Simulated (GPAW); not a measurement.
Consider Al2Ru (I4/mmm).

```cif
data_structure
_symmetry_space_group_name_H-M 'P 1'
_symmetry_Int_Tables_number 1
_cell_length_a 4.7638
_cell_length_b 4.7638
_cell_length_c 4.7638
_cell_angle_alpha 141.758
_cell_angle_beta 141.758
_cell_angle_gamma 55.193
_cell_volume 41.12
loop_
_atom_site_label
_atom_site_type_symbol
_atom_site_fract_x
_atom_site_fract_y
_atom_site_fract_z
_atom_site_occupancy
Ru1 Ru 0.00000 0.00000 0.00000 1
Al2 Al 0.34080 0.34080 0.00000 1
Al3 Al 0.65920 0.65920 0.00000 1
```

Absorber: atom 1, with 8 Al at 2.58 Å, 2 Al at 2.88 Å and 4 Ru at 3.12 Å (14-fold, site symmetry 4/mmm). Method: GPAW, LDA, excited-electron core hole (neutral cell), 27-atom cell with 7.9 Å between holes, 3×3×3 k points, dipole transitions, Gaussian full width 2 eV up to 4 eV, rising linearly to 3.5 eV at 25 eV.

Q: Where do the maxima of the Ru L₃ edge fall?

Main maxima up to 30 eV above the zero (height): 2.8 eV (1.94), 9.4 eV (1.03) and 19.8 eV (0.63). At an L edge the dipole rule selects empty d (and weakly s) states on the absorber, and the strong line at the onset measures the empty part of its d band. 

The Ru L₃ spectrum (energy from the lowest empty level; intensity scaled to a mean of 1 over the first 20 eV; polarised curves are means over the symmetry-equivalent atoms):

| E (eV) | isotropic | ε ⊥ c | ε ∥ c |
| --- | --- | --- | --- |
| -2.0 | 0.04 | 0.04 | 0.04 |
| -1.5 | 0.16 | 0.15 | 0.17 |
| -1.0 | 0.44 | 0.42 | 0.48 |
| -0.5 | 0.90 | 0.84 | 1.01 |
| 0.0 | 1.38 | 1.27 | 1.61 |
| 0.5 | 1.67 | 1.49 | 2.03 |
| 1.0 | 1.74 | 1.51 | 2.21 |
| 1.5 | 1.75 | 1.51 | 2.24 |
| 2.0 | 1.83 | 1.62 | 2.26 |
| 2.5 | 1.93 | 1.77 | 2.23 |
| 3.0 | 1.91 | 1.82 | 2.10 |
| 3.5 | 1.74 | 1.69 | 1.83 |
| 4.0 | 1.49 | 1.49 | 1.51 |
| 4.5 | 1.30 | 1.33 | 1.23 |
| 5.0 | 1.17 | 1.24 | 1.03 |
| 5.5 | 1.10 | 1.19 | 0.91 |
| 6.0 | 1.04 | 1.15 | 0.83 |
| 6.5 | 0.97 | 1.07 | 0.76 |
| 7.0 | 0.90 | 0.99 | 0.72 |
| 7.5 | 0.86 | 0.92 | 0.75 |
| 8.0 | 0.88 | 0.90 | 0.85 |
| 8.5 | 0.95 | 0.93 | 0.99 |
| 9.0 | 1.01 | 0.96 | 1.11 |
| 9.5 | 1.03 | 0.97 | 1.16 |
| 10.0 | 0.99 | 0.93 | 1.11 |
| 10.5 | 0.92 | 0.87 | 1.01 |
| 11.0 | 0.84 | 0.81 | 0.89 |
| 11.5 | 0.79 | 0.78 | 0.81 |
| 12.0 | 0.77 | 0.76 | 0.77 |
| 12.5 | 0.75 | 0.76 | 0.74 |
| 13.0 | 0.73 | 0.75 | 0.71 |
| 13.5 | 0.71 | 0.73 | 0.66 |
| 14.0 | 0.68 | 0.71 | 0.63 |
| 14.5 | 0.65 | 0.68 | 0.59 |
| 15.0 | 0.62 | 0.65 | 0.56 |
| 15.5 | 0.59 | 0.61 | 0.54 |
| 16.0 | 0.56 | 0.58 | 0.51 |
| 16.5 | 0.54 | 0.56 | 0.51 |
| 17.0 | 0.54 | 0.55 | 0.51 |
| 17.5 | 0.56 | 0.56 | 0.54 |
| 18.0 | 0.58 | 0.58 | 0.57 |
| 18.5 | 0.60 | 0.61 | 0.60 |
| 19.0 | 0.62 | 0.62 | 0.62 |
| 19.5 | 0.63 | 0.63 | 0.64 |
| 20.0 | 0.63 | 0.63 | 0.64 |
| 20.5 | 0.62 | 0.62 | 0.64 |
| 21.0 | 0.61 | 0.60 | 0.63 |
| 21.5 | 0.60 | 0.59 | 0.62 |
| 22.0 | 0.59 | 0.58 | 0.61 |
| 22.5 | 0.58 | 0.57 | 0.59 |
| 23.0 | 0.57 | 0.57 | 0.57 |
| 23.5 | 0.56 | 0.57 | 0.55 |
| 24.0 | 0.55 | 0.56 | 0.53 |
| 24.5 | 0.54 | 0.56 | 0.51 |
| 25.0 | 0.53 | 0.55 | 0.49 |
| 25.5 | 0.51 | 0.53 | 0.48 |
| 26.0 | 0.50 | 0.52 | 0.47 |
| 26.5 | 0.49 | 0.50 | 0.47 |
| 27.0 | 0.48 | 0.48 | 0.48 |
| 27.5 | 0.48 | 0.47 | 0.50 |
| 28.0 | 0.49 | 0.47 | 0.52 |
| 28.5 | 0.50 | 0.47 | 0.55 |
| 29.0 | 0.52 | 0.49 | 0.58 |
| 29.5 | 0.54 | 0.51 | 0.61 |
| 30.0 | 0.57 | 0.54 | 0.65 |
| 30.5 | 0.61 | 0.57 | 0.69 |
| 31.0 | 0.64 | 0.60 | 0.73 |
| 31.5 | 0.67 | 0.63 | 0.76 |
| 32.0 | 0.69 | 0.64 | 0.78 |

Only the L₃ part is meant: spin–orbit coupling of the core level isn't computed and the L₂ copy isn't added. The script folds with a Gaussian, whereas the core hole's own line is a Lorentzian, so the onset is too steep and the first peak too high. The mesh is coarse (0.33 Å⁻¹ between points), so small maxima may be mesh ripples. The structure is a computed Materials Project entry and may be a hypothetical form.

[Banner, clock and machine lines of the logs are left out without a mark of their own.]

[Logs are printed without paths, hosts, clocks, repeated set-up lines and the standing remarks that a program may print on its own settings, such as how far it seeks lower states.]

[Hosts, paths, dates, database ids (printed as entryN), source tags and the programs' standing remarks are cut or masked in the printed files.]

[Lists of maxima count a maximum above −3 eV only where it reaches 4 % of the highest in the window and stands out from its surroundings by 2 % of it (1.5 % where it reaches 55 %); shoulders and weaker maxima are passed over, and of the rest the first, up to two pre-edge ones and the few strongest are named.]
